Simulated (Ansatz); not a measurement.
# Direct or indirect: Rb2H2SO (Pm)

```yaml
crystal:
  lattice:
    - [4.37584, 0.00000, 0.05425]
    - [0.00000, 4.65905, 0.00000]
    - [-1.24299, 0.00000, 7.05870]
  atoms:
    - { symbol: Rb, position: [0.74053, 0.75000, 0.15011] }
    - { symbol: Rb, position: [0.15032, 0.25000, 0.75241] }
    - { symbol: S, position: [0.26476, 0.25000, 0.28257] }
    - { symbol: O, position: [0.69242, 0.75000, 0.77741] }
    - { symbol: H, position: [0.60623, 0.75000, 0.64378] }
    - { symbol: H, position: [0.54574, 0.25000, 0.39372] }
```

Method: Ansatz, PBE, independent particles, without spin-orbit coupling, line width 0.1 eV (Gaussian). The band structure gives a fundamental gap of 2.91 eV. The spectrum of vertical transitions near the edge:

```
E (eV)  Im ε, E ∥ x  Im ε, E ∥ y  Im ε, E ∥ z
  2.46         0.00         0.00         0.00
  2.58         0.00         0.00         0.00
  2.70         0.00         0.00         0.00
  2.82         0.01         0.00         0.00
  2.94         0.05         0.07         0.00
  3.06         0.12         0.28         0.01
  3.18         0.16         0.45         0.02
  3.30         0.25         0.54         0.10
  3.42         0.36         0.59         0.21
  3.54         0.44         0.63         0.27
  3.66         0.49         0.66         0.32
  3.78         0.53         0.69         0.36
  3.90         0.56         0.72         0.39
  4.02         0.59         0.71         0.42
  4.14         0.61         0.68         0.44
  4.26         0.64         0.66         0.47
```

Question: Is the gap direct or indirect, and about where do vertical transitions set in?

Answer: Direct: the band path has its least direct gap at the fundamental one, 2.91 eV, and the curves rise from there. Lines are broadened by 0.1 eV, which spreads the edge.

Note: cells built here by substitution need not match a known phase.

[Logs are printed without paths, hosts, clocks, repeated set-up lines and the standing remarks that a program may print on its own settings, such as how far it seeks lower states.]
